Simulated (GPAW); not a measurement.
# Optical response of AlN

Wanted: where AlN starts to absorb, how strongly, and its refractive index.

Program: GPAW 26.7.0. Level of theory: DFT, PBE, plane-wave PAW (GPAW data sets), scalar-relativistic, RPA, optical limit. Results are calculated unless marked as measured.

**1. The structure**

It takes space group F-43m (No. 216, cubic). The conventional cell has a = 4.368 Å, b = 4.368 Å, c = 4.368 Å, α = 90.00°, β = 90.00°, γ = 90.00°. Nearest to Al lie 4 N at 1.89 Å. N has 4 Al at 1.89 Å nearest. Farther neighbours and most contacts between anions are not listed.

**2. Ground state**

First the ground state: is it a metal or has it a gap?

This step: DFT, PBE, plane-wave PAW (GPAW data sets), scalar-relativistic, ground state (GPAW 26.7.0).

gs.py

```python
from ase import Atoms
from ase.dft.bandgap import bandgap
from gpaw import GPAW, PW, FermiDirac

atoms = Atoms(['Al', 'N'],
              cell=[[0.000000000000, 2.183993559600, 2.183993559600],
                    [2.183993559600, 0.000000000000, 2.183993559600],
                    [2.183993559600, 2.183993559600, 0.000000000000]],
              scaled_positions=[[0.000000000000, 0.000000000000, 0.000000000000],
                                [0.250000000000, 0.250000000000, 0.250000000000]],
              pbc=[True, True, True])
atoms.calc = GPAW(mode=PW(500), xc='PBE', kpts={'size': (9, 9, 9), 'gamma': True},
                  occupations=FermiDirac(0.05), maxiter=150, txt='gs.txt')
print('energy (eV)', atoms.get_potential_energy())
print('Fermi level (eV)', atoms.calc.get_fermi_level())
print('valence electrons', atoms.calc.get_number_of_electrons())
print('gap (eV)', bandgap(atoms.calc, output=None)[0])
print('direct gap (eV)', bandgap(atoms.calc, direct=True, output=None)[0])
atoms.calc.write('gs.gpw')
```

Run with:

```console
$ OMP_NUM_THREADS=1 python gs.py
```

Numbers of over 12 decimals in the logs are rounded to 6 here.

Output:

```text
__  _  _
 | _ |_)|_||  |
 |__||  | ||/\| - 26.7.0

Versions:
  Python: 3.12.14
  ASE:    3.29.0
  Numpy:  2.5.5
  Scipy:  1.18.1
  Libxc:  7.0.0

Input parameters:
  mode=PW(ecut=500.0),
  kpts=MonkhorstPack(size=(9, 9, 9), gamma=True),
  maxiter=150,
  occupations=Occupations(name='fermi-dirac', width=0.05, fixmagmom=False),
  xc=XC(name='PBE')

Diagonalizing LCAO Hamiltonian
Converting LCAO to pw mode

           N
       Al

Atoms  # Å, Bohr magnetons
|   | symbol |        x |        y |        z |    initial magnetic moments |
| 0 |     Al | 0.000000 | 0.000000 | 0.000000 | ( 0.0000,  0.0000,  0.0000) |
| 1 |      N | 1.091997 | 1.091997 | 1.091997 | ( 0.0000,  0.0000,  0.0000) |

Unit cell  # Å
| periodic |        x |        y |        z |  lengths |    angles |
|      yes | 0.000000 | 2.183994 | 2.183994 | 3.088633 | 60.000000 |
|      yes | 2.183994 | 0.000000 | 2.183994 | 3.088633 | 60.000000 |
|      yes | 2.183994 | 2.183994 | 0.000000 | 3.088633 | 60.000000 |

Number of symmetries: 24
Symmetry operations  # r_c * U_cc + t_c -> r_c
|    | kind |            matrix            |
|  0 |  E   |  1, 0, 0,  0, 1, 0,  0, 0, 1 |
|  1 |  σ   |  1, 0, 0,  0, 0, 1,  0, 1, 0 |
|  2 |  σ   |  1, 0,-1,  0, 1,-1,  0, 0,-1 |
|  3 |  C3  |  1, 0,-1,  0, 0,-1,  0, 1,-1 |
|  4 |  C3  |  1,-1, 0,  0,-1, 1,  0,-1, 0 |
|  5 |  σ   |  1,-1, 0,  0,-1, 0,  0,-1, 1 |
|  6 |  σ   |  0, 1, 0,  1, 0, 0,  0, 0, 1 |
|  7 |  C3  |  0, 1, 0,  0, 0, 1,  1, 0, 0 |
|  8 |  C2  |  0, 1,-1,  1, 0,-1,  0, 0,-1 |
|  9 |  S4  |  0, 1,-1,  0, 0,-1,  1, 0,-1 |
| 10 |  C3  |  0, 0, 1,  1, 0, 0,  0, 1, 0 |
| 11 |  σ   |  0, 0, 1,  0, 1, 0,  1, 0, 0 |
| 12 |  S4  |  0, 0,-1,  1, 0,-1,  0, 1,-1 |
| 13 |  C3  |  0, 0,-1,  0, 1,-1,  1, 0,-1 |
| 14 |  S4  |  0,-1, 1,  1,-1, 0,  0,-1, 0 |
| 15 |  C2  |  0,-1, 1,  0,-1, 0,  1,-1, 0 |
| 16 |  C3  |  0,-1, 0,  1,-1, 0,  0,-1, 1 |
| 17 |  S4  |  0,-1, 0,  0,-1, 1,  1,-1, 0 |
| 18 |  S4  | -1, 1, 0, -1, 0, 1, -1, 0, 0 |
| 19 |  C3  | -1, 1, 0, -1, 0, 0, -1, 0, 1 |
| 20 |  C3  | -1, 0, 1, -1, 1, 0, -1, 0, 0 |
| 21 |  S4  | -1, 0, 1, -1, 0, 0, -1, 1, 0 |
| 22 |  σ   | -1, 0, 0, -1, 1, 0, -1, 0, 1 |
| 23 |  C2  | -1, 0, 0, -1, 0, 1, -1, 1, 0 |

BZ-sampling:
  Number of BZ points: 729
  Number of IBZ points: 35

  Monkhorst-Pack size: [9, 9, 9]
  Monkhorst-Pack shift: [0, 0, 0]

K-points  # in reciprocal-cell coordinates
|     |                                coordinates |     weight |
|   0 | (  0.00000000,   0.00000000,   0.00000000) | 0.00137174 |
|   1 | (  0.11111111,   0.11111111,   0.00000000) | 0.00823045 |
|   2 | (  0.11111111,   0.11111111,   0.11111111) | 0.01097394 |
|   3 | (  0.22222222,   0.11111111,   0.11111111) | 0.01646091 |
|   4 | (  0.22222222,   0.22222222,   0.00000000) | 0.00823045 |
|   5 | (  0.22222222,   0.22222222,   0.11111111) | 0.03292181 |
|   6 | (  0.22222222,   0.22222222,   0.22222222) | 0.01097394 |
|   7 | (  0.33333333,   0.22222222,   0.11111111) | 0.03292181 |
|   8 | (  0.33333333,   0.22222222,   0.22222222) | 0.03292181 |
|   9 | (  0.33333333,   0.33333333,  -0.33333333) | 0.01646091 |
| ... |                                            |            |
|  34 | (  0.44444444,   0.44444444,   0.44444444) | 0.01097394 |

Plane wave coefficients: 540
Cutoff: 500.0 eV

Spin-components: 1 (collinear spins)
Bands:           8
Projectors:      10
Spin-degeneracy: 2
Datatype:        complex128

Parallelization:
  kpt:    1
  domain: 1
  band:   1

Density:
  Valence electrons: 8.0
  Components: 1
  Grid points: [16 16 16]
  Charge: 0.0  # |e|

Potential:
  Grid points: [16 16 16]

species:
  Al:
    name:    Aluminium
    id:
    Z:       13.0
    valence: 3
    core:    10
    charge:  0.0  # [|e|]
    compensation charges:
      type: gauss
      rc: 0.34  # [Å]
      lmax: 2
    cutoffs:
      filter: 1.91  # [Å]
      core: 2.36  # [Å]
    projectors
    | kind |    occ | energy [eV] | rcut [Å] |
    |   3s |  2.000 |      -7.753 |    1.085 |
    |   3p |  1.000 |      -2.712 |    1.085 |
    |    s |        |      19.459 |    1.085 |
    |    p |        |      24.499 |    1.085 |
    |    d |        |       0.000 |    1.085 |

    Using partial waves for Al as LCAO basis

  N:
    name:    Nitrogen
    id:
    Z:       7.0
    valence: 5
    core:    2
    charge:  0.0  # [|e|]
    compensation charges:
      type: gauss
      rc: 0.18  # [Å]
      lmax: 2
    cutoffs:
      filter: 1.11  # [Å]
      core: 0.96  # [Å]
    projectors
    | kind |    occ | energy [eV] | rcut [Å] |
    |   2s |  2.000 |     -18.583 |    0.603 |
    |   2p |  3.000 |      -7.089 |    0.529 |
    |    s |        |       8.629 |    0.603 |
    |    p |        |      20.123 |    0.529 |
    |    d |        |       0.000 |    0.577 |

    Using partial waves for N as LCAO basis

Reference energy: -8085.144769  # eV

eigensolver:
  PPCG
  Converge bands: occupied
  niter=2

density mixing:
  MSR1-Mixer
  Pratt-step length: 0.05
  Maximum mixing coefficient: 0.75
  Old densities: 10
  SVD Regularization: 0.005
  Good broyden scale: 1.0
  Trust region scale: 1.0
  Backstep threshold: 4.0
  History deletion threshold: 6.0
  Fourier metric: weight=20.0, sigma=0.015

occupation numbers:
  Fermi-Dirac:
    width: 0.0500  # eV

poisson solver:
  ecut: 4000.0  # eV

xc functional:
  name: PBE with 2 nearest neighbor stencil

convergence criteria:
- Maximum [total energy] change in last 3 cyles: 0.0005 eV / valence electron
- Maximum integral of absolute [dens]ity change: 0.0001 electrons / valence electron
- Maximum integral of absolute [eigenst]ate change: 4e-08 eV^2 / valence electron
maximum number of iterations: 150

SCF iterations
|iter     |      energy | eigst |  dens |
|iter:   1||  -16.041028 | -0.28 |       |
|iter:   2||  -15.569889 | -2.03 | -0.56 |
|iter:   3||  -14.196929 | -0.66 | -0.61 |
|iter:   4||  -14.206434 | -2.90 | -1.25 |
|iter:   5||  -14.211625 | -3.42 | -1.56 |
|iter:   6||  -14.211685 | -5.21 | -2.75 |
|iter:   7||  -14.211698c| -6.36 | -3.13 |
|iter:   8||  -14.211698c| -8.32c| -4.44c|

Converged in 8 steps
SCF loop duration: 1.844 s (0.231 s/step)
Energy contributions relative to reference atoms: (reference = -8085.144769)

Energy contributions:
  Kinetic:          14.603232
  Coulomb:         -11.684725
  Zero:             -0.069653
  External:          0.000000
  Xc:              -17.060553
  Entropy:          -0.000000
  Spinorbit:         0.000000
  ----------------------------
  Free energy:     -14.211698
  Extrapolated:    -14.211698

dipole moment: (-8.615108, -8.615108, -8.615108)  # |e|*Ang

Fermi level: 6.986
Eigenvalues  # (at kpt = [0.000, 0.000, 0.000])
| band index |      eig [eV] | occ [0-2] |
|          0 |        -9.073 |     2.000 |
|          1 |         6.011 |     2.000 |
|          2 |         6.011 |     2.000 |
|          3 |         6.011 |     2.000 |
|          4 |        10.122 |     0.000 |
|          5 |        18.554 |     0.000 |
|          6 |        18.554 |     0.000 |
|          7 |        18.554 |     0.000 |

Gap: 3.463 eV
Transition (v -> c):
  (s=0, k=0, n=3, [0.00, 0.00, 0.00]) -> (s=0, k=30, n=4, [0.44, 0.44, 0.00])
Direct/indirect transitions are different
Direct gap: 4.111 eV
Transition at: (s=0, k=0, n=3, [0.00, 0.00, 0.00])

--- standard output ---
energy (eV) -14.211698
Fermi level (eV) 6.986134
valence electrons 8.0
gap (eV) 3.462880
direct gap (eV) 4.110783
```

Elapsed: 3 s, on 1 thread of Arm Neoverse V2, shared host; peak memory 0.12 GiB.

This step gave:

| Item | Value |
| --- | --- |
| energy | -14.21 eV |
| Fermi energy | 6.986 eV |
| gap on the k-mesh | 3.463 eV |
| direct gap on the mesh | 4.111 eV |
| electrons | 8 |

There is a gap, 3.46 eV on this mesh (points off the mesh can give less), so no carriers' term is needed.

**3. Bands for the response**

The response needs many more empty bands than the density does.

This step: DFT, PBE, plane-wave PAW (GPAW data sets), scalar-relativistic, bands at fixed density (GPAW 26.7.0).

nscf.py

```python
from ase.dft.bandgap import bandgap
from gpaw import GPAW, FermiDirac

calc = GPAW('gs.gpw').fixed_density(kpts={'size': (14, 14, 14), 'gamma': True}, nbands=23, convergence={'bands': 17},
                                    occupations=FermiDirac(0.001), txt='nscf.txt')
print('gap (eV)', bandgap(calc, output=None)[0])
print('direct gap (eV)', bandgap(calc, direct=True, output=None)[0])
print('top band over the Fermi level (eV)', min(calc.get_eigenvalues(kpt=k)[16] for k in range(len(calc.get_ibz_k_points()))) - calc.get_fermi_level())
calc.write('full.gpw', mode='all')
```

Run with:

```console
$ OMP_NUM_THREADS=1 python nscf.py
```

Output:

```text
Diagonalizing LCAO Hamiltonian
Converting LCAO to pw mode
convergence criteria:
- Maximum integral of absolute [eigenst]ate change: 4e-08 eV^2 / valence electron
maximum number of iterations: 150

SCF iterations
|iter     |      energy | eigst |  dens |
|iter:   1||             | +3.04 |       |
|iter:   2||             | +1.30 |       |
|iter:   3||             | -1.19 |       |
|iter:   4||             | -2.97 |       |
|iter:   5||             | -5.10 |       |
|iter:   6||             | -6.73 |       |
|iter:   7||             | -7.72c|       |
SCF steps: 7
  __  _  _
 | _ |_)|_||  |
 |__||  | ||/\| - 26.7.0

Versions:
  Python: 3.12.14
  ASE:    3.29.0
  Numpy:  2.5.5
  Scipy:  1.18.1
  Libxc:  7.0.0

Input parameters:
  mode=PW(ecut=500.0),
  convergence={'bands': 17},
  gpts=array([16, 16, 16]),
  kpts=MonkhorstPack(size=(14, 14, 14), gamma=True),
  maxiter=150,
  nbands=23,
  occupations=Occupations(name='fermi-dirac', width=0.001, fixmagmom=False),
  parallel={},
  xc=XC(name='PBE')

--- standard output ---
gap (eV) 3.278063
direct gap (eV) 4.110783
top band over the Fermi level (eV) 29.979854
```

Elapsed: 12 s, on 1 thread; peak memory 0.16 GiB.

This step gave:

```
gap on the k-mesh : 3.278 eV
```

**4. Dielectric function, RPA**

Transitions between filled and empty bands, summed over the zone, give the optical response, so mesh, band count and broadening shape it.

The induced potential is part of this response.

This step: DFT, PBE, plane-wave PAW (GPAW data sets), scalar-relativistic, RPA, optical limit (GPAW 26.7.0).

df.py

```python
from gpaw.response.df import DielectricFunction

df = DielectricFunction('full.gpw', frequencies={'type': 'nonlinear', 'domega0': 0.03, 'omega2': 8},
                        ecut=60,
                        eta=0.1,
                        nbands=17,
                        txt='df.txt')
for direction in ['x']:
    df.get_dielectric_function(xc='RPA', direction=direction, filename=f'df_{direction}.csv')
```

Run with:

```console
$ OMP_NUM_THREADS=1 python df.py
```

Output:

```text
Using integrator: PointIntegrator
NonLinearFrequencyDescriptor(from 0.000 to 50.622 eV, 467 points)
Nonperiodic BCs:  [False False False]
Using integrator: PointIntegrator
NonLinearFrequencyDescriptor(from 0.000 to 50.622 eV, 467 points)
Nonperiodic BCs:  [False False False]

Calculating chi0 body with:
    Ground state adapter containing:
    Number of spins: 1
    Number of kpoints: 2744
    Number of irreducible kpoints: 104
    Number of completely occupied states: 4
    Number of partially occupied states: 4

    Linear response parametrization:
    q_c: [0.0, 0.0, 0.0]
    Number of frequency points: 467
    Planewave cutoff: 60.0
    Number of bands: 17
    Number of planewaves: 15
    Broadening (eta): 0.1

Integrating chi0 body.

Symmetries of q_c:
    Direct symmetries (Uq -> q): 24
    Indirect symmetries (TUq -> q): 24
In total 48 allowed symmetries.

104 groups of equivalent kpoints. 96.209913% reduction.

Integral kind: spectral function

Calculating chi0 optical extensions with:
    Ground state adapter containing:
    Number of spins: 1
    Number of kpoints: 2744
    Number of irreducible kpoints: 104
    Number of completely occupied states: 4
    Number of partially occupied states: 4

    Linear response parametrization:
    Number of frequency points: 467
    Planewave cutoff: 60.0
    Number of bands: 17
    Number of planewaves: 15
    Broadening (eta): 0.1
Integrating chi0 head and wings.

Symmetries of q_c:
    Direct symmetries (Uq -> q): 24
    Indirect symmetries (TUq -> q): 24
In total 48 allowed symmetries.

104 groups of equivalent kpoints. 96.209913% reduction.

Integral kind: spectral function wings
```

The job ended after 2.8 s (1 thread; peak memory 0.2 GiB).

Numbers from this step:

```
electronic dielectric constant ε∞, mean over x, y and z (by symmetry where fewer were run) : 4.421
main peak of Im epsilon, first axis                                                        : 7.288 eV
```

Some rows of df_x.csv (energy; Re and Im without local fields; Re and Im with them):

```text
0.000000, 4.720074, 0.000000, 4.420968, -0.000000
0.555532, 4.737832, 0.006442, 4.437339, 0.005940
1.143969, 4.797064, 0.013871, 4.491981, 0.012804
1.768324, 4.912010, 0.023375, 4.598190, 0.021623
2.431988, 5.109966, 0.037286, 4.781675, 0.034637
3.138794, 5.451751, 0.062478, 5.100541, 0.058583
3.893091, 6.149103, 0.158388, 5.763978, 0.154597
4.699832, 6.991819, 0.977585, 6.497443, 1.002262
5.564682, 7.646135, 2.546215, 6.863484, 2.371918
6.494155, 7.296960, 5.701024, 6.688827, 5.201471
7.495775, 3.441064, 6.962343, 2.925733, 6.471829
8.578281, 0.165452, 4.274499, -0.179933, 3.735562
9.751884, 2.574148, 5.320328, 2.501698, 4.643991
11.028587, 1.679463, 6.485854, 1.486307, 4.817123
12.422601, -0.354671, 5.475971, 0.826148, 4.040137
13.950874, -1.689850, 2.615118, -1.019492, 2.818332
15.633783, -1.497059, 1.347725, -1.339969, 1.678875
17.496047, -0.839117, 0.690513, -0.741763, 0.826476
19.567954, -0.275844, 0.368500, -0.259046, 0.439394
```

(Continued in part 2 of 2.)

[Machine, clock and banner lines and Python warnings are left out of the logs.]

[Logs are printed without paths, hosts, clocks, repeated set-up lines and the standing remarks that a program may print on its own settings, such as how far it seeks lower states.]

[Hosts, paths, dates, database ids (printed as entryN), source tags and the programs' standing remarks are cut or masked in the printed files.]
